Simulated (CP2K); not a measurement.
The C K edge of cis-1,2-difluoroethylene was computed by TDDFT (CP2K XAS_TDP, aug-cc-pVTZ, TDA) at these levels: BHandHLYP, PBEh(45%) and PBEh(45%) + GW2X. The first three lines of C2 (bonded to C, F and H) with a strength over 0.0015, energy in eV and strength:

```csv
run,first,second,third
1,288.20 (0.059),290.01 (0.037),291.41 (0.012)
2,283.10 (0.060),284.90 (0.038),286.30 (0.012)
3,285.03 (0.064),286.92 (0.042),288.26 (0.014)
```

Q: Which run is which?

Run 1: PBEh(45%) + GW2X (45 % exact exchange). Run 2: PBEh(45%) (45 % exact exchange). Run 3: BHandHLYP (50 % exact exchange). Self-interaction lifts the core level, so the uncorrected lines rise with the share of exact exchange. The GW2X run keeps the spacings of its parent: 1.81 eV between the first two lines in run 1, 1.80 eV in run 2. Its shift is +5.10 eV, since the Kohn–Sham level at this share of exchange lies that far above the quasiparticle level.

[Banner, clock and machine lines of the logs are left out without a mark of their own.]

[Logs are printed without paths, hosts, clocks, repeated set-up lines and the standing remarks that a program may print on its own settings, such as how far it seeks lower states.]

[Hosts, paths, dates, database ids (printed as entryN), source tags and the programs' standing remarks are cut or masked in the printed files.]
